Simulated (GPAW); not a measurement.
# A Sn chain with a Cu atom bridging one bond: relaxation, then transmission at several levels, part 2 of 2

How well does a Sn chain with a Cu atom bridging one bond conduct once its atoms have relaxed, and how much do cheaper levels lose?

GPAW 26.7.0; GPAW LCAO, PAW setups; relaxation of the junction within the symmetry of its start, lead ends held (the session's first sound run).

So far, transmission at the Fermi level (one spin): step 3 (GPAW, dzp) 2.69; step 4 (basis szp(dzp)) 2.70.

**5. Minimal basis**

Level of this step: GPAW LCAO, PAW setups; Landauer transmission from Green's functions with principal layers (ASE), zero bias (GPAW).

One function for each valence shell of the setup, as for a first survey of a large system.

The input, run.py:

```python
import json
import numpy as np
from ase import Atoms
from ase.transport.calculators import TransportCalculator
from gpaw import GPAW, FermiDirac
from gpaw.lcao.tools import get_lcao_hamiltonian
from scipy.linalg import eigh

# The junction with lead layers at both ends, along the third cell vector
device = Atoms(
    ['Sn', 'Sn', 'Sn', 'Sn', 'Sn', 'Sn', 'Cu', 'Sn', 'Sn', 'Sn', 'Sn', 'Sn', 'Sn'],
    positions=[
        [4.50000, 4.50000, 1.37500],
        [4.50000, 4.50000, 4.12500],
        [4.50000, 4.50000, 6.87500],
        [4.50000, 4.50000, 9.62500],
        [4.50000, 4.50000, 12.37500],
        [4.44051, 4.50000, 15.18467],
        [6.56913, 4.50000, 16.60000],
        [4.44051, 4.50000, 18.01533],
        [4.50000, 4.50000, 20.82500],
        [4.50000, 4.50000, 23.57500],
        [4.50000, 4.50000, 26.32500],
        [4.50000, 4.50000, 29.07500],
        [4.50000, 4.50000, 31.82500]],
    cell=[[9.0, 0.0, 0.0], [0.0, 9.0, 0.0], [0.0, 0.0, 33.2]],
    pbc=True)

# One principal layer of the lead: the first 3 atoms of the device
lead = Atoms(
    ['Sn', 'Sn', 'Sn'],
    positions=[
        [4.50000, 4.50000, 1.37500],
        [4.50000, 4.50000, 4.12500],
        [4.50000, 4.50000, 6.87500]],
    cell=[[9.0, 0.0, 0.0], [0.0, 9.0, 0.0], [0.0, 0.0, 8.25]],
    pbc=True)

settings = dict(mode='lcao', basis='sz(dzp)', xc='PBE', h=0.2,
                occupations=FermiDirac(0.1), maxiter=250,
                mixer=dict(beta=0.1, nmaxold=8, weight=100.0),
                convergence=dict(density=0.0001))
energies = np.arange(-2, 2 + 1e-9, 0.025)
eta = 0.0001
n1, n2 = 1, 1
# k and -k transmit alike, so half of the mesh across the current serves
mesh = [(i, j) for i in range(n1) for j in range(n2) if (i, j) <= (-i % n1, -j % n2)]
weights = np.array([1 if (i, j) == (-i % n1, -j % n2) else 2 for i, j in mesh]) / (n1 * n2)

# [... helper functions left out ...]
fermi_lead = ground_state(lead, (1, 1, 14), 'lead.txt')
fermi_device = ground_state(device, (1, 1, 3), 'device.txt')
# [... loop over the mesh left out, but for ...]
        # Shift the lead onto the potential of the device's first layer
        shift = ((H[:, 0, 0] - H0[:, 0, 0]) / S0[0, 0]).real.mean()
# [...]
kT = 8.617333e-5 * 300
bias = [0.1, 0.2, 0.5, 1.0, 1.5, 2.0]
# [... integrals and printing left out ...]
```

On the command line:

```sh
OMP_NUM_THREADS=1 OPENBLAS_NUM_THREADS=1 python run.py
```

What it wrote:

```text
basis functions: device 114, principal layer 27
Fermi level: lead -3.0929 eV, device -2.9214 eV; lead shifted by 0.0283 eV
largest coupling past the next layer 4.07e-07 eV, largest misfit of the first layer 0.049 eV
  E-E_F (eV)   T (one spin)  [channel counts left out]
    -2.000    9.9792e-01
    -1.975    9.8004e-01
    -1.950    9.0402e-01
[...]
1.975    2.6539e+00
     2.000    2.6279e+00
conductance at 300 K: 2.6403 G0 a cell; thermopower -0.8905 uV/K
current from the zero-bias T(E) at 0.1 V: 20.452 uA
current from the zero-bias T(E) at 0.2 V: 40.871 uA
current from the zero-bias T(E) at 0.5 V: 101.66 uA
current from the zero-bias T(E) at 1.0 V: 200.46 uA
current from the zero-bias T(E) at 1.5 V: 295.29 uA
current from the zero-bias T(E) at 2.0 V: 374.89 uA
```

It took 30 s on 1 thread of Arm Neoverse V1, shared host; peak memory 1 GiB.

Numbers from this step:

```yaml
conductance: 2.640 G₀
largest_coupling_past_the_next_principal_layer: 4.07e-7 eV
largest_misfit_of_the_first_principal_layer: 0.04923 eV
shift_that_aligns_the_lead: 0.02826 eV
basis_functions_of_the_junction: 114
basis_functions_of_a_principal_layer: 27
transmission_at_the_fermi_level_one_spin: 2.642
```

The conductance, 2.64 G₀, lies 1.9 % below that of the dzp run.

**6. revPBE in the dzp basis: xc = "revPBE"**

Back in the dzp basis, the functional changes from PBE to revPBE, to set the spread between functionals beside that between bases.

run.py, as its differences from that of step 5:

```diff
@@ -38,3 +38,3 @@
 
-settings = dict(mode='lcao', basis='sz(dzp)', xc='PBE', h=0.2,
+settings = dict(mode='lcao', basis='dzp', xc='revPBE', h=0.2,
                 occupations=FermiDirac(0.1), maxiter=250,
```

What it wrote:

```text
basis functions: device 291, principal layer 69
Fermi level: lead -2.8676 eV, device -2.7281 eV; lead shifted by 0.0210 eV
largest coupling past the next layer 3.82e-07 eV, largest misfit of the first layer 0.029 eV
  E-E_F (eV)   T (one spin)  [channel counts left out]
    -2.000    8.3617e-01
    -1.975    9.0161e-01
    -1.950    9.4792e-01
[...]
1.975    2.1351e+00
     2.000    2.1646e+00
conductance at 300 K: 2.6877 G0 a cell; thermopower -0.9683 uV/K
current from the zero-bias T(E) at 0.1 V: 20.819 uA
current from the zero-bias T(E) at 0.2 V: 41.605 uA
current from the zero-bias T(E) at 0.5 V: 103.49 uA
current from the zero-bias T(E) at 1.0 V: 204.01 uA
current from the zero-bias T(E) at 1.5 V: 299.74 uA
current from the zero-bias T(E) at 2.0 V: 377.3 uA
```

The job ended after 61 s (1 thread; peak memory 1.1 GiB).

Numbers from this step:

```yaml
conductance: 2.688 G₀
largest_coupling_past_the_next_principal_layer: 3.82e-7 eV
largest_misfit_of_the_first_principal_layer: 0.02942 eV
shift_that_aligns_the_lead: 0.02105 eV
basis_functions_of_the_junction: 291
basis_functions_of_a_principal_layer: 69
transmission_at_the_fermi_level_one_spin: 2.690
```

The conductance equals that of the dzp run to 0.2 %.

**7. Without the relaxation: geometry = "as built"**

The dzp basis with PBE on the structure as first built shows what the relaxation was worth.

run.py, as its differences from that of step 6:

```diff
@@ -17,5 +17,5 @@
         [4.50000, 4.50000, 12.37500],
-        [4.44051, 4.50000, 15.18467],
-        [6.56913, 4.50000, 16.60000],
-        [4.44051, 4.50000, 18.01533],
+        [4.50000, 4.50000, 15.12500],
+        [6.54273, 4.50000, 16.60000],
+        [4.50000, 4.50000, 18.07500],
         [4.50000, 4.50000, 20.82500],
@@ -38,3 +38,3 @@
 
-settings = dict(mode='lcao', basis='dzp', xc='revPBE', h=0.2,
+settings = dict(mode='lcao', basis='dzp', xc='PBE', h=0.2,
                 occupations=FermiDirac(0.1), maxiter=250,
```

What it wrote:

```text
basis functions: device 291, principal layer 69
Fermi level: lead -2.9469 eV, device -2.8250 eV; lead shifted by 0.0219 eV
largest coupling past the next layer 3.84e-07 eV, largest misfit of the first layer 0.023 eV
  E-E_F (eV)   T (one spin)  [channel counts left out]
    -2.000    8.7341e-01
    -1.975    9.5720e-01
    -1.950    9.9278e-01
[...]
1.975    2.2259e+00
     2.000    2.1579e+00
conductance at 300 K: 2.7783 G0 a cell; thermopower -0.8187 uV/K
current from the zero-bias T(E) at 0.1 V: 21.522 uA
current from the zero-bias T(E) at 0.2 V: 43.017 uA
current from the zero-bias T(E) at 0.5 V: 107.1 uA
current from the zero-bias T(E) at 1.0 V: 211.46 uA
current from the zero-bias T(E) at 1.5 V: 309.53 uA
current from the zero-bias T(E) at 2.0 V: 387.96 uA
```

Elapsed: 64 s, on 1 thread; peak memory 1.1 GiB.

This step gave:

```
conductance                                    : 2.778 G₀
largest coupling past the next principal layer : 3.84e-7 eV
largest misfit of the first principal layer    : 0.02284 eV
shift that aligns the lead                     : 0.02192 eV
transmission at the Fermi level (one spin)     : 2.780
```

The conductance, 2.78 G₀, lies 3.2 % above that of the dzp run.

**8. All levels side by side**

Times are for 1 thread of Arm Neoverse V1, shared host. The runs compared:

```csv
no.,run,conductance (G₀),time,memory (GiB)
1,dzp,2.692,60 s,1.1
2,szp,2.698,43 s,1.1
3,sz,2.640,30 s,1.0
4,dzp revPBE,2.688,61 s,1.1
5,asbuilt,2.778,64 s,1.1
```

**9. The levels side by side**

The curves are compared point by point over the common energies.

This step: comparison of transmission and cost over codes, levels and geometry (GPAW 26.7.0).

Ladder, by row:

```
      step  code  T at the Fermi level (sum over the listed spins)  conductance (G0)  r.m.s. T(E) from the first  wall time (s)  peak memory (GiB)  threads
       dzp  GPAW                                             2.694             2.692                           0          60.37               1.14        1
       szp  GPAW                                               2.7             2.698                       0.206          42.61               1.11        1
        sz  GPAW                                             2.642              2.64                      0.2948          29.83               1.02        1
dzp-revPBE  GPAW                                              2.69             2.688                       0.034          60.58               1.14        1
   asbuilt  GPAW                                              2.78             2.778                      0.2235          64.45               1.13        1
```

Transmission, zone mean, sum over the listed spins against energy, zero at the Fermi level:

```
energy (eV)    dzp    szp      sz  dzp-revPBE  asbuilt
     -2.000  0.794  0.731   0.998       0.836    0.873
     -1.875  0.998  0.998  0.0852       0.998    0.952
     -1.800  0.859  0.828   0.410       0.839    0.797
     -1.600  0.744  0.665   0.912       0.744   0.0228
     -1.400  0.937  0.929   0.970       0.938    0.767
     -1.200  0.972  0.972   0.986       0.972    0.922
     -1.000  0.984  0.986   0.993       0.984    0.961
     -0.800  0.990  0.992    2.04       0.990    0.977
     -0.600   2.22   2.22    2.24        2.23     2.27
     -0.400   2.43   2.43    2.41        2.43     2.54
     -0.200   2.59   2.60    2.55        2.59     2.69
      0.000   2.69   2.70    2.64        2.69     2.78
      0.200   2.73   2.74    2.67        2.73     2.82
      0.400   2.75   2.75    2.67        2.74     2.84
      0.600   2.77   2.77    2.68        2.77     2.87
      0.800   2.82   2.82    2.72        2.82     2.90
      1.000   2.87   2.88    2.79        2.88     2.92
      1.175   2.90   2.92    2.84        2.90     2.93
      1.200   2.90   2.92    2.85        2.90     2.93
      1.350   2.87   2.93    2.87        2.88     2.92
      1.400   2.84   2.93    2.87        2.86     2.91
      1.500   2.74   2.92    2.86        2.77     2.89
      1.600   2.54   2.89    2.85        2.58     2.86
      1.800   2.00   2.74    2.78        2.01     2.66
      2.000   2.18   2.30    2.63        2.16     2.16
```

**10. Other settings**

One more run, with changed settings.

This step: GPAW LCAO, PAW setups; Landauer transmission from Green's functions with principal layers (ASE), zero bias (GPAW 26.7.0).

run.py, as its differences from that of step 7:

```diff
@@ -17,5 +17,5 @@
         [4.50000, 4.50000, 12.37500],
-        [4.50000, 4.50000, 15.12500],
-        [6.54273, 4.50000, 16.60000],
-        [4.50000, 4.50000, 18.07500],
+        [4.44051, 4.50000, 15.18467],
+        [6.56913, 4.50000, 16.60000],
+        [4.44051, 4.50000, 18.01533],
         [4.50000, 4.50000, 20.82500],
@@ -39,3 +39,3 @@
 settings = dict(mode='lcao', basis='dzp', xc='PBE', h=0.2,
-                occupations=FermiDirac(0.1), maxiter=250,
+                occupations=FermiDirac(1.0), maxiter=60,
                 mixer=dict(beta=0.1, nmaxold=8, weight=100.0),
```

What it wrote:

```text
basis functions: device 291, principal layer 69
Fermi level: lead -2.8317 eV, device -2.7434 eV; lead shifted by 0.0009 eV
largest coupling past the next layer 3.83e-07 eV, largest misfit of the first layer 0.003 eV
  E-E_F (eV)   T (one spin)  [channel counts left out]
    -2.000    1.9420e-02
    -1.975    1.1830e-01
    -1.950    2.5794e-01
    -1.925    3.9648e-01
    -1.900    5.1433e-01
    -1.875    6.0795e-01
    -1.850    6.8039e-01
    -1.825    7.3617e-01
    -1.800    7.7936e-01
    -1.775    8.1314e-01
    -1.750    8.3989e-01
    -1.725    8.6134e-01
    -1.700    8.7875e-01
    -1.675    8.9306e-01
    -1.650    9.0494e-01
    -1.625    9.1490e-01
[...]
1.825    2.0481e+00
     1.850    2.0771e+00
     1.875    2.1075e+00
     1.900    2.1376e+00
     1.925    2.1661e+00
     1.950    2.1924e+00
     1.975    2.2162e+00
     2.000    2.2374e+00
conductance at 300 K: 2.6176 G0 a cell; thermopower -1.376 uV/K
current from the zero-bias T(E) at 0.1 V: 20.28 uA
current from the zero-bias T(E) at 0.2 V: 40.553 uA
current from the zero-bias T(E) at 0.5 V: 101.25 uA
current from the zero-bias T(E) at 1.0 V: 201.61 uA
current from the zero-bias T(E) at 1.5 V: 300.1 uA
current from the zero-bias T(E) at 2.0 V: 387.63 uA
```

It took 54 s on 1 thread; peak memory 1.1 GiB.

The run finished. A setting was moved off its sound value on purpose, so it serves as a test and not as the result.

The fault put into the input: a smearing of electronvolts (width = 1.0).

The two runs compared:

| quantity | this run | sound run | difference |
| --- | --- | --- | --- |
| conductance (G₀) | 2.6176 | 2.6922 | -0.0746 |
| largest coupling past the next principal layer (eV) | 3.828e-7 | 3.838e-7 | -9.8e-10 |
| largest misfit of the first principal layer (eV) | 0.0028417 | 0.028218 | -0.0254 |
| shift that aligns the lead (eV) | 9.435e-4 | 0.020544 | -0.0196 |
| transmission at the Fermi level (one spin) | 2.6181 | 2.6942 | -0.0762 |

**11. Outcome**

```
conductance                                        : 2.69 G₀
transmission at the Fermi level, mean of the spins : 2.69
thermopower                                        : about 0 (under 1.5 μV/K)
```

In words: In the dzp basis the junction conducts 2.69 G₀ at 300 K, with T = 2.69 a spin at the Fermi level; the sz basis reaches that conductance within 10 %. Relaxation moved atoms by up to 0.084 Å and took the conductance from 2.78 to 2.69 G₀, as a ratio about as much as the step from dzp to the minimal basis. At the Fermi level the three most open eigenchannels pass 1.00, 1.00 and 0.70. Measured against the first run (dzp), the nearest curve is that of dzp-revPBE (r.m.s. 0.034) and the farthest that of sz (0.29). Over the compared runs wall time goes from 30 s (sz) to 64 s (asbuilt), on a shared host. The leads kept an estimated spacing and the cell its length, so the junction may be under some tension or compression. The geometry comes from the orbital basis, which tends to overbind, and kept the symmetry of the start, so a structure of lower symmetry may lie lower. The run had no spin polarisation, so a magnetic state, which chains and small molecules with open shells often have, wasn't tested. Spin-orbit coupling is left out, which matters for the heavy atoms here. An evenly spaced straight chain is an idealisation: free chains tend to dimerise, zigzag or, where a band edge lies near the Fermi level, turn magnetic. The currents use the zero-bias T(E) throughout, which holds only while the bias is small against the distance to the nearest feature.

[Logs are printed without paths, hosts, clocks, repeated set-up lines and the standing remarks that a program may print on its own settings, such as how far it seeks lower states.]

[Hosts, paths, dates, database ids (printed as entryN), source tags and the programs' standing remarks are cut or masked in the printed files.]
